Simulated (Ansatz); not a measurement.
## SrMg (Pm-3m): Grüneisen parameters

Aim: how the phonons of SrMg (Pm-3m) shift with volume, and the thermal expansion that follows.

Method: DFT PBEsol, scalar-relativistic, plane waves, PAW; PAW set soft_1, in Ansatz 0.2.0.

This is a report of a sequence of runs, with the program logs left out and the cost of each run kept.

**1. Set-up**

Symmetry: Pm-3m, No. 221, cubic system. Conventional cell: a = 4.128 Å, b = 4.128 Å, c = 4.128 Å, α = 90.00°, β = 90.00°, γ = 90.00°. Sr has 8 Mg at 3.58 Å nearest. Nearest to Mg lie 8 Sr at 3.58 Å. Farther neighbours, and contacts between anions beyond the nearest, are not listed.

**2. Phonons on a q mesh**

Stability and thermal properties need the whole zone. Linear response on a 4×4×4 q mesh gives force constants as far as a supercell of that size would.

input.yaml reads:

```yaml
crystal:
  lattice:
    - [4.1282742471, 0.0, 0.0]
    - [0.0, 4.1282742471, 0.0]
    - [0.0, 0.0, 4.1282742471]
  atoms:
    - { symbol: Sr, position: [0.5, 0.5, 0.5] }
    - { symbol: Mg, position: [0.0, 0.0, 0.0] }
kpoints:
  mp_grid: { grid: [12, 12, 12] }
hamiltonian:
  xc: pbesol
  pseudopotentials: { kind: paw, azcp: { folder: soft_1 }, xc_functional: pbe }
scf:
  occupations: { method: methfessel_paxton, width: 0.2 }
output:
  eigenvalues: true
phonons:
  method: dfpt
  qmesh: [4, 4, 4]
  temperatures: { t_max: 1000, t_step: 50 }
  qpath:
    path:
      - [[0.0, 0.0, 0.0], [0.0, 0.5, 0.0], [0.5, 0.5, 0.0], [0.0, 0.0, 0.0], [0.5, 0.5, 0.5], [0.0, 0.5, 0.0]]
      - [[0.5, 0.5, 0.5], [0.5, 0.5, 0.0]]
    npoints: 10
```

Command:

```console
> ansatz run input.yaml --threads 4 --pin off --max-ram 10240MiB --backend cpu --events-out ev --progress --plain --runs-dir out
```

The job ended after 5.2 min (4 threads of Arm Neoverse V2, shared host; peak memory 2.2 GiB; 20 min of CPU time).

Numbers from this step:

| Property | Result |
| --- | --- |
| volume per atom | 35.18 Å³ |
| gap on the k-mesh | 0 eV |
| sum-rule residual before enforcement | 1.42e-4 eV/Å² |
| lowest frequency on the path | 0 cm⁻¹ |
| point group | m-3m |
| highest frequency on path, mesh or solved points | 171.4 cm⁻¹ |
| mean frequency | 109.9 cm⁻¹ |
| Debye temperature (second moment) | 219 K |
| logarithmic mean frequency | 100.5 cm⁻¹ |
| highest optical mode at the zone centre (no LO-TO term) | 171.4 cm⁻¹ |
| lowest optical zone-centre mode | 171.4 cm⁻¹ |
| lowest mode on the q mesh (acoustic modes at Γ apart) | 36.69 cm⁻¹ |
| zero-point energy per atom | 20.43 meV |
| heat capacity at 300 K | 24.29 J/(mol atoms K) |
| vibrational entropy at 300 K | 43.48 J/(mol atoms K) |

Frequencies (cm⁻¹) solved at each irreducible wavevector; negative means imaginary. Frequencies by wavevector, by row:

```csv
q in reciprocal lattice units,star,mode 1,mode 2,mode 3,mode 4,mode 5,mode 6
0 0 0,1,0,0,0,171.4,171.4,171.4
0 0 0.25,6,54,54,62,152.4,166,166
0 0 -0.5,3,80.6,80.6,95.9,119.4,158.4,158.4
0 0.25 0.25,12,36.7,67,90.5,140.5,159.5,164.2
0 0.25 -0.5,12,56,77.2,77.5,137.9,150.1,162.2
0 -0.5 -0.5,3,46.6,46.6,74.9,146.9,146.9,164.7
0.25 0.25 0.25,8,69.3,69.3,80.9,145.9,152.2,152.2
0.25 0.25 -0.5,12,54.4,82.2,96,135.5,142.4,150.5
0.25 -0.5 -0.5,6,75.3,75.3,92.8,136,136,143
-0.5 -0.5 -0.5,1,109,109,109,113.5,113.5,113.5
```

Symmetry leaves 10 wavevectors to solve. The lowest mode among them, the acoustic zeros apart, lies at q = (0, 0.25, 0.25) and is real, 36.7 cm⁻¹.

**3. Relaxing at another volume, volume ratio 0.97**

The volume is scaled by 0.97 and held; symmetry leaves nothing to relax, so this is a single point. The modes can then be followed against volume.

input.yaml, the sections that differ from step 2:

```yaml
crystal:
  lattice:
    - [4.086571656, 0.0, 0.0]
    - [0.0, 4.086571656, 0.0]
    - [0.0, 0.0, 4.086571656]
  atoms:
    - { symbol: Sr, position: [0.5, 0.5, 0.5] }
    - { symbol: Mg, position: [0.0, 0.0, 0.0] }
output:
  forces: true
  stress: true
  eigenvalues: true
# kpoints, hamiltonian, scf: as in step 2
# phonons: removed
```

It took 1.1 s on 4 threads; peak memory 0.37 GiB.

This step gave:

| Property | Result |
| --- | --- |
| pressure | 0.6723 GPa |
| volume per atom | 34.12 Å³ |

The run ends at a pressure of 0.67 GPa.

**4. Phonons at the other volume, volume ratio 0.97**

The phonons are repeated at this volume on the same meshes, so that differences come from the volume alone.

input.yaml, the sections that differ from step 3:

```yaml
output:
  eigenvalues: true
phonons:
  method: dfpt
  qmesh: [4, 4, 4]
  temperatures: { t_max: 1000, t_step: 50 }
  qpath:
    path:
      - [[0.0, 0.0, 0.0], [0.0, 0.5, 0.0], [0.5, 0.5, 0.0], [0.0, 0.0, 0.0], [0.5, 0.5, 0.5], [0.0, 0.5, 0.0]]
      - [[0.5, 0.5, 0.5], [0.5, 0.5, 0.0]]
    npoints: 10
# crystal, kpoints, hamiltonian, scf: as in step 3
```

Elapsed: 5.1 min, on 4 threads; peak memory 2.1 GiB.

Numbers from this step:

| Property | Result |
| --- | --- |
| sum-rule residual before enforcement | 1.62e-4 eV/Å² |
| highest frequency on path, mesh or solved points | 178.8 cm⁻¹ |
| mean frequency | 114.4 cm⁻¹ |
| Debye temperature (second moment) | 228 K |
| logarithmic mean frequency | 104.3 cm⁻¹ |
| highest optical mode at the zone centre (no LO-TO term) | 178.8 cm⁻¹ |
| lowest optical zone-centre mode | 178.8 cm⁻¹ |
| lowest mode on the q mesh (acoustic modes at Γ apart) | 36.92 cm⁻¹ |
| zero-point energy per atom | 21.27 meV |
| heat capacity at 300 K | 24.24 J/(mol atoms K) |
| vibrational entropy at 300 K | 42.58 J/(mol atoms K) |

Frequencies (cm⁻¹) solved at each irreducible wavevector; negative means imaginary. Frequencies by wavevector, by row:

```csv
q in reciprocal lattice units,star,mode 1,mode 2,mode 3,mode 4,mode 5,mode 6
0 0 0,1,0,0,0,178.8,178.8,178.8
0 0 0.25,6,56,56,64.8,159.3,172.9,172.9
0 0 -0.5,3,83.6,83.6,99.7,125,164.6,164.6
0 0.25 0.25,12,36.9,69.4,94.2,146.6,167,170.8
0 0.25 -0.5,12,57.4,79.1,80.2,144.7,157.3,168.5
0 -0.5 -0.5,3,46.9,46.9,77.5,154.4,154.4,171.1
0.25 0.25 0.25,8,71.5,71.5,83.4,152.4,159.2,159.2
0.25 0.25 -0.5,12,55.8,84.3,99.5,142.2,148.7,157.7
0.25 -0.5 -0.5,6,77.6,77.6,96,142.8,142.8,149.4
-0.5 -0.5 -0.5,1,113,113,113,119.5,119.5,119.5
```

The highest optical mode at the zone centre (no LO-TO term) is 178.8 cm⁻¹, +7.4 cm⁻¹ against the base run.

**5. Relaxing at another volume, volume ratio 1.03**

The volume is scaled by 1.03 and held; symmetry leaves nothing to relax, so this is a single point. The modes can then be followed against volume.

input.yaml, the sections that differ from step 4:

```yaml
crystal:
  lattice:
    - [4.169150908, 0.0, 0.0]
    - [0.0, 4.169150908, 0.0]
    - [0.0, 0.0, 4.169150908]
  atoms:
    - { symbol: Sr, position: [0.5, 0.5, 0.5] }
    - { symbol: Mg, position: [0.0, 0.0, 0.0] }
output:
  forces: true
  stress: true
  eigenvalues: true
# kpoints, hamiltonian, scf: as in step 4
# phonons: removed
```

Run time: 1.1 s. Hardware: 4 threads; peak memory 0.38 GiB; 3.8 s of CPU time.

This step gave:

```
pressure        : -0.5851 GPa
volume per atom : 36.23 Å³
```

The run ends at a pressure of -0.59 GPa.

**6. Phonons at the other volume, volume ratio 1.03**

input.yaml, the sections that differ from step 5:

```yaml
output:
  eigenvalues: true
phonons:
  method: dfpt
  qmesh: [4, 4, 4]
  temperatures: { t_max: 1000, t_step: 50 }
  qpath:
    path:
      - [[0.0, 0.0, 0.0], [0.0, 0.5, 0.0], [0.5, 0.5, 0.0], [0.0, 0.0, 0.0], [0.5, 0.5, 0.5], [0.0, 0.5, 0.0]]
      - [[0.5, 0.5, 0.5], [0.5, 0.5, 0.0]]
    npoints: 10
# crystal, kpoints, hamiltonian, scf: as in step 5
```

Elapsed: 5.2 min, on 4 threads; peak memory 2.2 GiB.

Read from the output:

```
sum-rule residual before enforcement                    : 1.11e-4 eV/Å²
highest frequency on path, mesh or solved points        : 164.2 cm⁻¹
mean frequency                                          : 105.6 cm⁻¹
Debye temperature (second moment)                       : 210 K
logarithmic mean frequency                              : 96.8 cm⁻¹
highest optical mode at the zone centre (no LO-TO term) : 164.2 cm⁻¹
lowest optical zone-centre mode                         : 164.2 cm⁻¹
lowest mode on the q mesh (acoustic modes at Γ apart)   : 36.4 cm⁻¹
zero-point energy per atom                              : 19.63 meV
heat capacity at 300 K                                  : 24.34 J/(mol atoms K)
vibrational entropy at 300 K                            : 44.38 J/(mol atoms K)
```

Frequencies (cm⁻¹) solved at each irreducible wavevector; negative means imaginary. Frequencies by wavevector, by row:

```csv
q in reciprocal lattice units,star,mode 1,mode 2,mode 3,mode 4,mode 5,mode 6
0 0 0,1,0,0,0,164.2,164.2,164.2
0 0 0.25,6,52.2,52.2,59.4,145.9,159.4,159.4
0 0 -0.5,3,77.7,77.7,92.3,114,152.3,152.3
0 0.25 0.25,12,36.4,64.8,87,134.7,152.3,157.8
0 0.25 -0.5,12,54.7,74.9,75.3,131.3,143.2,156.1
0 -0.5 -0.5,3,46.2,46.2,72.3,139.7,139.7,158.4
0.25 0.25 0.25,8,67.1,67.1,78.4,139.6,145.5,145.5
0.25 0.25 -0.5,12,53.1,80.2,92.4,129,136.3,143.7
0.25 -0.5 -0.5,6,72.9,72.9,89.7,129.6,129.6,136.8
-0.5 -0.5 -0.5,1,105,105,105,107.7,107.7,107.7
```

The highest optical mode at the zone centre (no LO-TO term) is 164.2 cm⁻¹, -7.1 cm⁻¹ against the base run.

**7. Grüneisen parameters**

The Grüneisen parameter of a mode is minus the logarithmic change of its frequency with volume, −d ln ω / d ln V; weighted by heat capacity it gives the expansion.

This step gave:

| Item | Value |
| --- | --- |
| bulk modulus | 21 GPa |

Phonon branches along the path, in cm⁻¹:

```csv
point,branch 1,branch 2,branch 3,branch 4,branch 5,branch 6
Γ,0,0,0,171,171,171
halfway,54,54,62,152,166,166
X,81,81,96,119,158,158
halfway,56,77,78,138,150,162
M,47,47,75,147,147,165
halfway,37,67,90,140,160,164
Γ,0,0,0,171,171,171
halfway,69,69,81,146,152,152
R,109,109,109,114,114,114
halfway,54,82,96,136,142,150
X,81,81,96,119,158,158
jump to R,109,109,109,114,114,114
halfway,75,75,93,136,136,143
M,47,47,75,147,147,165
```

The same for volume x 0.97:

```csv
point,branch 1,branch 2,branch 3,branch 4,branch 5,branch 6
Γ,0,0,0,179,179,179
X,84,84,100,125,165,165
M,47,47,78,154,154,171
Γ,0,0,0,179,179,179
R,113,113,113,119,119,119
X,84,84,100,125,165,165
R,113,113,113,119,119,119
M,47,47,78,154,154,171
```

The same for volume x 1.03:

```csv
point,branch 1,branch 2,branch 3,branch 4,branch 5,branch 6
Γ,0,0,0,164,164,164
X,78,78,92,114,152,152
M,46,46,72,140,140,158
Γ,0,0,0,164,164,164
R,105,105,105,108,108,108
X,78,78,92,114,152,152
R,105,105,105,108,108,108
M,46,46,72,140,140,158
```

Mode Grueneisen parameter -dln(w)/dln(V), modes matched by rank; at Γ the acoustic branches take the value of a neighbouring point of the path. The mode Grüneisen parameters at the labelled points ():

```csv
point,branch 1,branch 2,branch 3,branch 4,branch 5,branch 6
Γ,1.16,1.16,1.58,1.42,1.42,1.42
halfway,1.17,1.17,1.45,1.46,1.36,1.36
X,1.24,1.24,1.28,1.53,1.29,1.29
halfway,0.80,0.91,1.05,1.62,1.56,1.27
M,0.21,0.21,1.16,1.67,1.67,1.29
halfway,0.23,1.14,1.32,1.41,1.54,1.32
Γ,0.42,1.13,1.53,1.42,1.42,1.42
halfway,1.06,1.06,1.03,1.46,1.50,1.50
R,1.22,1.22,1.22,1.72,1.72,1.72
halfway,0.83,0.83,1.23,1.62,1.45,1.55
X,1.24,1.24,1.28,1.53,1.29,1.29
jump to R,1.22,1.22,1.22,1.72,1.72,1.72
halfway,1.04,1.04,1.13,1.62,1.62,1.47
M,0.21,0.21,1.16,1.67,1.67,1.29
```

(dS/dlnV)/C_V. Table of thermodynamic Grueneisen parameter by temperature:

```csv
temperature (K),thermodynamic Grueneisen parameter
50,1.11
100,1.20
150,1.22
200,1.23
250,1.23
300,1.24
350,1.24
400,1.24
450,1.24
500,1.24
550,1.24
600,1.24
650,1.24
700,1.24
750,1.24
800,1.24
850,1.24
900,1.24
950,1.24
1000,1.24
```

Gamma C_V/(B V) at the static volume. Table of volume expansion by temperature:

```csv
temperature (K),volume expansion (1e-6/K)
50,30.4
100,54.2
150,61.9
200,65.0
250,66.6
300,67.5
350,68.0
400,68.3
450,68.6
500,68.8
550,68.9
600,69.0
650,69.1
700,69.1
750,69.2
800,69.2
850,69.2
900,69.3
950,69.3
1000,69.3
```

**8. What came out**

| Item | Value |
| --- | --- |
| bulk modulus | 21 GPa |
| thermodynamic Grüneisen parameter at 300 K | 1.236 |
| volume expansion at 300 K, estimated | 67.49 × 10⁻⁶ K⁻¹ |

What this shows: By this estimate the volume grows by 67.5 × 10⁻⁶ per kelvin at 300 K. The highest optical mode at Γ goes from 179 to 164 cm⁻¹ as the cell grows, a Grüneisen parameter of 1.41. Mode parameters on the path run from 0.18 to 1.7, with a median of 1.3. Branches are matched by rank, so values near crossings are rough. The expansion is the Grüneisen estimate at the static volume, with the static bulk modulus. With no gap, or one that is small against the smearing, the frequencies hang on the k mesh and the smearing, most of all near Kohn anomalies. The PAW files were made for PBE and serve the other functionals too.

[Long decimals in the printed logs are rounded to 6 places.]

[Logs are printed without paths, hosts, clocks, repeated set-up lines and the standing remarks that a program may print on its own settings, such as how far it seeks lower states.]

[Hosts, paths, dates, database ids (printed as entryN), source tags and the programs' standing remarks are cut or masked in the printed files.]

[Where the starting crystal was built by hand or by swapping elements, it need not be the compound's stable phase.]
